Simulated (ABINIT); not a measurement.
**SnO2 (Cassiterite): making up for missing bands**

Wanted: gap and time of SnO2 (Cassiterite) with truncated and completed band sums.

Calculated with ABINIT 10.8.3; PBE and many-body steps on it, plane waves.

**1. The structure**

The structure is tetragonal, space group P4_2/mnm (No. 136). The conventional cell has a = 4.738 Å, b = 4.738 Å, c = 3.187 Å, α = 90.00°, β = 90.00°, γ = 90.00°. Nearest to Sn lie 6 O at 2.05 to 2.06 Å. Nearest to O lie 3 Sn at 2.05 to 2.06 Å. Farther neighbours and most contacts between anions are not listed.

The cell and positions come from the Crystallography Open Database and are kept as given unless a step says otherwise.

**2. Empty states on the mesh, 4×4×4 mesh, 88 bands**

This step: ABINIT 10.8.3; DFT, PBE, plane waves, norm-conserving pseudopotentials.

The sums over transitions need many empty states on a uniform mesh; this step solves for them.

Contents of run.abi:

```
acell 3*1.0 Angstrom
rprim 
  4.738000000000 0.000000000000 0.000000000000
  0.000000000000 4.738000000000 0.000000000000
  0.000000000000 0.000000000000 3.186500000000
ntypat 2
znucl 50 8
natom 6
typat 1 1 2 2 2 2
xred 
  0.000000000000 0.000000000000 0.000000000000
  0.500000000000 0.500000000000 0.500000000000
  0.307100000000 0.307100000000 0.000000000000
  0.192900000000 0.807100000000 0.500000000000
  0.692900000000 0.692900000000 0.000000000000
  0.807100000000 0.192900000000 0.500000000000
pp_dirpath "pseudos"
pseudos "Sn.upf, O.upf"
ecut 36
ngkpt 4 4 4
nshiftk 1
shiftk 0 0 0
kptopt 1
chksymbreak 0
iscf -2
irdden 1
istwfk *1
nband 88
nbdbuf 8
tolwfr 1e-09
nstep 60
prtvol 0
indata_prefix "in"
outdata_prefix "out"
tmpdata_prefix "tmp"
```

Command:

```console
$ OMP_NUM_THREADS=1 mpirun -n 8 abinit run.abi > log
```

Numbers of over 12 decimals in the logs are rounded to 6 here.

The program printed:

```text
.Version 10.8.3 of ABINIT. v10.8.2 released Aug 2026.

 Symmetries : space group P4_2/m n m (#136); Bravais tP (primitive tetrag.)
[... echo of the input left out ...]
== DATASET  1 ==================================================================
-   mpi_nproc: 8, omp_nthreads: 1 (-1 if OMP is not activated)

--- !DatasetInfo
iteration_state: {dtset: 1, }
dimensions: {natom: 6, nkpt: 18, mband: 88, nsppol: 1, nspinor: 1, nspden: 1, mpw: 5006, }
cutoff_energies: {ecut:  36.0, pawecutdg:  -1.0, }
[...]
1.59864    1.62767    1.64527    1.68115    1.68115    1.75682    1.77379    1.80291
   1.80291    1.83594    1.83594    1.87188    1.87188    1.95035    1.96597    1.97977
 prteigrs : prtvol=0 or 1, do not print more k-points.

== END DATASET(S) ==============================================================
================================================================================

 -outvars: echo values of variables after computation  --------
            nband          88
             nkpt          18
          spgroup         136
 [... the other variables as echoed above ...]

 Calculation completed.
```

It took 46 s on 8 MPI ranks of Intel Xeon Platinum 8488C (Sapphire Rapids), shared host; peak memory 0.71 GiB.

Numbers from this step:

```yaml
gap: 1.265 eV
k_of_the_valence_top: 0, 0, 0
k_of_the_conduction_bottom: 0, 0, 0
least_direct_gap: 1.265 eV
k_points_computed: 18
lowest_point_of_the_top_converged_band_above_the_valence_top: 41.13 eV
```

On this mesh the gap is 1.265 eV.

The density comes from a self-consistent run that is not shown.

**3. Screening, 4×4×4 mesh, 80 bands, screening to 122.5 eV**

The RPA dielectric matrix is built and inverted for each q.

This step: RPA screening on PBE, plane waves, norm-conserving pseudopotentials.

Edit run.abi of step 2 so:

```diff
@@ -24,10 +24,11 @@
 chksymbreak 0
-iscf -2
-irdden 1
 istwfk *1
-nband 88
-nbdbuf 8
-tolwfr 1e-09
-nstep 60
-prtvol 0
+occopt 1
+irdwfk 1
+optdriver 3
+nband 80
+ecuteps 4.5
+inclvkb 2
+awtr 1
+symchi 1
 indata_prefix "in"
```

The program printed:

```text
.Version 10.8.3 of ABINIT. v10.8.2 released Aug 2026.

 Symmetries : space group P4_2/m n m (#136); Bravais tP (primitive tetrag.)
[... echo of the input left out ...]
== DATASET  1 ==================================================================
-   mpi_nproc: 8, omp_nthreads: 1 (-1 if OMP is not activated)

--- !DatasetInfo
iteration_state: {dtset: 1, }
dimensions: {natom: 6, nkpt: 18, mband: 80, nsppol: 1, nspinor: 1, nspden: 1, mpw: 5006, }
cutoff_energies: {ecut:  36.0, pawecutdg:  -1.0, }
electrons: {nelect:   5.20000000E+01, charge:   0.00000000E+00, occopt:   1.00000000E+00, tsmear:   1.00000000E-02, }

 SCREENING: Calculation of the susceptibility and dielectric matrices

 Based on a program developped by R.W. Godby, V. Olevano, G. Onida, and L. Reining.
 Incorporated in ABINIT by V. Olevano, G.-M. Rignanese, and M. Torrent.
.Using double precision arithmetic ; gwpc =  8

[... cell and pseudopotentials left out ...]
--------------------------------------------------------------------------------

 ==== K-mesh for the wavefunctions ====
 Number of points in the irreducible wedge :    18
[... list of points left out ...]
 Together with 16 symmetry operations and time-reversal symmetry
 yields    64 points in the full Brillouin Zone.

 ==== Q-mesh for the screening function ====
 Number of points in the irreducible wedge :    18
[... list of points left out ...]
 Together with 16 symmetry operations and time-reversal symmetry
 yields    64 points in the full Brillouin Zone.

 setmesh: FFT mesh size selected  =    36x   36x   24
          total number of points  =        31104

 vcoul_init : cutoff-mode = AUXILIARY_FUNCTION
 q-points for optical limit:   1
     1)      0.000010    0.000020    0.000030

- screening: taking advantage of time-reversal symmetry
- Maximum band index for partially occupied states nbvw = 26
- Remaining bands to be divided among processors   nbcw = 54
- Number of bands treated by each node ~6

 Number of electrons calculated from density =   52.0000; Expected =   52.0000
 average of density, n =  0.107722
 r_s =    1.3038
 omega_plasma =   31.6597 [eV]

 calculating chi0 at frequencies [eV] :
  1    0.000000E+00    0.000000E+00
  2    0.000000E+00    3.165971E+01

--------------------------------------------------------------------------------
  q-point number  1        q = ( 0.000000, 0.000000, 0.000000) [r.l.u.]
--------------------------------------------------------------------------------
[... chi0 elements left out ...]
 For q-point:  0.000010 0.000020 0.000030
  dielectric constant =   4.6043
  dielectric constant without local fields =   4.8087

  Average fulfillment of the sum rule on Im[epsilon] for q-point    1 :     43.41  [%]
[... wings left out ...]
  q-point number  2        q = ( 0.250000, 0.000000, 0.000000) [r.l.u.]
--------------------------------------------------------------------------------
[... chi0 elements left out ...]
  Average fulfillment of the sum rule on Im[epsilon] for q-point    2 :     62.74  [%]

 [... 16 further q-points ...]
```

It took 1.8 min on 8 MPI ranks; peak memory 3.5 GiB; 14 min of CPU time.

Numbers from this step:

```yaml
eps_infinity_with_local_fields_on_this_mesh_along_the_program_s_q_direction: 4.604
the_same_without_local_fields: 4.809
plasma_frequency: 31.66 eV
plane_waves_in_the_screening_matrix: 217
```

Local fields lower ε∞ by 4 %. On a Γ-centred mesh this coarse the value itself is usually too large, while a short band sum pulls it down.

**4. 80 bands**

The self-energy is evaluated for the states that the input lists, and the levels follow from it, in one-shot runs by the linearised quasiparticle equation.

This step: G0W0 on PBE, plane waves, norm-conserving pseudopotentials.

Edit run.abi of step 3 so:

```diff
@@ -27,8 +27,15 @@
 irdwfk 1
-optdriver 3
+optdriver 4
 nband 80
+gwcalctyp 0
+ecutsigx 36
+symsigma 1
+nkptgw 1
+kptgw 
+  0.0000000000 0.0000000000 0.0000000000
+bdgw 
+  24 28
 ecuteps 4.5
-inclvkb 2
-awtr 1
-symchi 1
+irdscr 1
+ppmodel 1
 indata_prefix "in"
```

The program printed:

```text
.Version 10.8.3 of ABINIT. v10.8.2 released Aug 2026.

 Symmetries : space group P4_2/m n m (#136); Bravais tP (primitive tetrag.)
[... echo of the input left out ...]
== DATASET  1 ==================================================================
-   mpi_nproc: 8, omp_nthreads: 1 (-1 if OMP is not activated)

--- !DatasetInfo
iteration_state: {dtset: 1, }
dimensions: {natom: 6, nkpt: 18, mband: 80, nsppol: 1, nspinor: 1, nspden: 1, mpw: 5006, }
cutoff_energies: {ecut:  36.0, pawecutdg:  -1.0, }
electrons: {nelect:   5.20000000E+01, charge:   0.00000000E+00, occopt:   1.00000000E+00, tsmear:   1.00000000E-02, }

 SIGMA: Calculation of the GW corrections

 Based on a program developped by R.W. Godby, V. Olevano, G. Onida, and L. Reining.
 Incorporated in ABINIT by V. Olevano, G.-M. Rignanese, and M. Torrent.
.Using double precision arithmetic ; gwpc =  8

[... cell and pseudopotentials left out ...]
--------------------------------------------------------------------------------

 ==== K-mesh for the wavefunctions ====
 Number of points in the irreducible wedge :    18
[... list of points left out ...]
 Together with 16 symmetry operations and time-reversal symmetry
 yields    64 points in the full Brillouin Zone.

 ==== Q-mesh for screening function ====
 Number of points in the irreducible wedge :    18
[... list of points left out ...]
 Together with 16 symmetry operations and time-reversal symmetry
 yields    64 points in the full Brillouin Zone.

 vcoul_init : cutoff-mode = AUXILIARY_FUNCTION
 q-points for optical limit:   1
     1)      0.000010    0.000020    0.000030
 setmesh: FFT mesh size selected  =    50x   50x   36
          total number of points  =        90000

 Number of electrons calculated from density =   52.0000; Expected =   52.0000
 average of density, n =  0.107722
 r_s =    1.3038
 omega_plasma =   31.6597 [eV]

 === KS Band Gaps ===
  >>>> For spin  1
   Minimum direct gap =   1.2652 [eV], located at k-point      :   0.0000  0.0000  0.0000
   Fundamental gap    =   1.2652 [eV], Top of valence bands at :   0.0000  0.0000  0.0000
                                       Bottom of conduction at :   0.0000  0.0000  0.0000
 SIGMA fundamental parameters:
 PLASMON POLE MODEL  1
 number of plane-waves for SigmaX                 4993
 number of plane-waves for SigmaC and W            217
 number of plane-waves for wavefunctions          4993
 number of bands                                    80
 number of independent spin polarizations            1
 number of spinorial components                      1
 number of k-points in IBZ                          18
 number of q-points in IBZ                          18
 number of symmetry operations                      16
 number of k-points in BZ                           64
 number of q-points in BZ                           64
 number of frequencies for dSigma/dE                 9
 frequency step for dSigma/dE [eV]                0.25
 number of omega for Sigma on real axis              0
 max omega for Sigma on real axis  [eV]           0.00
 zcut for avoiding poles [eV]                     0.10

 EPSILON^-1 parameters (SCR file):
 dimension of the eps^-1 matrix on file            217
 dimension of the eps^-1 matrix used               217
 number of plane-waves for wavefunctions          4993
 number of bands                                    80
 number of q-points in IBZ                          18
 number of frequencies                               2
 number of real frequencies                          1
 number of imag frequencies                          1

 matrix elements of self-energy operator (all in [eV])

 Perturbative Calculation

--- !SelfEnergy_ee
iteration_state: {dtset: 1, }
kpoint     : [   0.000,    0.000,    0.000, ]
spin       : 1
KS_gap     :    1.265
QP_gap     :    2.343
Delta_QP_KS:    1.078
data: !SigmaeeData |
     Band     E0 <VxcDFT>   SigX SigC(E0)      Z dSigC/dE  Sig(E)    E-E0       E
       24   3.962 -19.988 -25.514   5.236   0.790  -0.266 -20.217  -0.229   3.734
       25   3.962 -19.988 -25.514   5.236   0.790  -0.266 -20.217  -0.229   3.734
       26   4.708 -20.315 -26.203   5.585   0.789  -0.267 -20.554  -0.239   4.470
       27   5.973 -15.798 -12.309  -2.490   0.841  -0.188 -14.958   0.840   6.813
       28  10.834 -15.523  -9.990  -3.518   0.836  -0.196 -13.838   1.684  12.518

== END DATASET(S) ==============================================================
================================================================================

 -outvars: echo values of variables after computation  --------
           etotal      0.0000000000E+00
            nband          80
             nkpt          18
          spgroup         136
 [... the other variables as echoed above ...]

 Calculation completed.
```

Run time: 7.3 s. Hardware: 8 MPI ranks; peak memory 1.9 GiB; 56 s of CPU time.

Numbers from this step:

| Property | Result |
| --- | --- |
| G0W0 gap on the points computed | 2.343 eV |
| starting gap on the mesh | 1.265 eV |
| k of the valence top | 0, 0, 0 |
| k of the conduction bottom | 0, 0, 0 |
| Z at the valence top | 0.789 |
| Z at the conduction bottom | 0.841 |
| least direct G0W0 gap on the computed points | 2.343 eV |

The gap on the mesh goes from 1.27 eV to 2.34 eV, a correction of +1.08 eV.

**5. Screening, 4×4×4 mesh, 34 bands, screening to 122.5 eV**

This step: RPA screening on PBE, plane waves, norm-conserving pseudopotentials.

Edit run.abi of step 4 so:

```diff
@@ -27,15 +27,8 @@
 irdwfk 1
-optdriver 4
-nband 80
-gwcalctyp 0
-ecutsigx 36
-symsigma 1
-nkptgw 1
-kptgw 
-  0.0000000000 0.0000000000 0.0000000000
-bdgw 
-  24 28
+optdriver 3
+nband 34
 ecuteps 4.5
-irdscr 1
-ppmodel 1
+inclvkb 2
+awtr 1
+symchi 1
 indata_prefix "in"
```

The program printed:

```text
.Version 10.8.3 of ABINIT. v10.8.2 released Aug 2026.

 Symmetries : space group P4_2/m n m (#136); Bravais tP (primitive tetrag.)
[... echo of the input left out ...]
== DATASET  1 ==================================================================
-   mpi_nproc: 8, omp_nthreads: 1 (-1 if OMP is not activated)

--- !DatasetInfo
iteration_state: {dtset: 1, }
dimensions: {natom: 6, nkpt: 18, mband: 34, nsppol: 1, nspinor: 1, nspden: 1, mpw: 5006, }
cutoff_energies: {ecut:  36.0, pawecutdg:  -1.0, }
electrons: {nelect:   5.20000000E+01, charge:   0.00000000E+00, occopt:   1.00000000E+00, tsmear:   1.00000000E-02, }

 SCREENING: Calculation of the susceptibility and dielectric matrices

 Based on a program developped by R.W. Godby, V. Olevano, G. Onida, and L. Reining.
 Incorporated in ABINIT by V. Olevano, G.-M. Rignanese, and M. Torrent.
.Using double precision arithmetic ; gwpc =  8

[... cell and pseudopotentials left out ...]
--------------------------------------------------------------------------------

 ==== K-mesh for the wavefunctions ====
 Number of points in the irreducible wedge :    18
[... list of points left out ...]
 Together with 16 symmetry operations and time-reversal symmetry
 yields    64 points in the full Brillouin Zone.

 ==== Q-mesh for the screening function ====
 Number of points in the irreducible wedge :    18
[... list of points left out ...]
 Together with 16 symmetry operations and time-reversal symmetry
 yields    64 points in the full Brillouin Zone.

 setmesh: FFT mesh size selected  =    36x   36x   24
          total number of points  =        31104

 vcoul_init : cutoff-mode = AUXILIARY_FUNCTION
 q-points for optical limit:   1
     1)      0.000010    0.000020    0.000030

- screening: taking advantage of time-reversal symmetry
- Maximum band index for partially occupied states nbvw = 26
- Remaining bands to be divided among processors   nbcw = 8
- Number of bands treated by each node ~1

 Number of electrons calculated from density =   52.0000; Expected =   52.0000
 average of density, n =  0.107722
 r_s =    1.3038
 omega_plasma =   31.6597 [eV]

 calculating chi0 at frequencies [eV] :
  1    0.000000E+00    0.000000E+00
  2    0.000000E+00    3.165971E+01

--------------------------------------------------------------------------------
  q-point number  1        q = ( 0.000000, 0.000000, 0.000000) [r.l.u.]
--------------------------------------------------------------------------------
[... chi0 elements left out ...]
 For q-point:  0.000010 0.000020 0.000030
  dielectric constant =   4.0206
  dielectric constant without local fields =   4.1562

  Average fulfillment of the sum rule on Im[epsilon] for q-point    1 :      9.09  [%]
[... wings left out ...]
  q-point number  2        q = ( 0.250000, 0.000000, 0.000000) [r.l.u.]
--------------------------------------------------------------------------------
[... chi0 elements left out ...]
  Average fulfillment of the sum rule on Im[epsilon] for q-point    2 :     19.95  [%]

 [... 16 further q-points ...]
```

It took 22 s on 8 MPI ranks; peak memory 3.1 GiB; 2.9 min of CPU time.

Numbers from this step:

| Property | Result |
| --- | --- |
| ε∞ with local fields, on this mesh, along the program's q direction | 4.021 |
| the same without local fields | 4.156 |
| plasma frequency | 31.66 eV |
| plane waves in the screening matrix | 217 |

(Continued in part 2 of 2.)

[Paths, hosts, dates, memory and timing lines, banners, echoed tables and standing remarks are left out of the program output.]

[Logs are printed without paths, hosts, clocks, repeated set-up lines and the standing remarks that a program may print on its own settings, such as how far it seeks lower states.]

[Runs of the session that timed out or met a known fault of the program may be left out.]

[No measured gap is set beside runs whose start may be inverted or whose files or cutoffs have a known fault.]

[Hosts, paths, dates, database ids (printed as entryN), source tags and the programs' standing remarks are cut or masked in the printed files.]

[G0W0 gaps are taken among the corrected bands and points alone; a level outside them can change the order at an edge.]

[Where Ansatz stands beside ABINIT at settings called matched, ABINIT's density can come from a denser mesh and the files from another edition; pairs whose starting gaps differed by over 0.03 eV were left out, so agreement reads better than it is.]
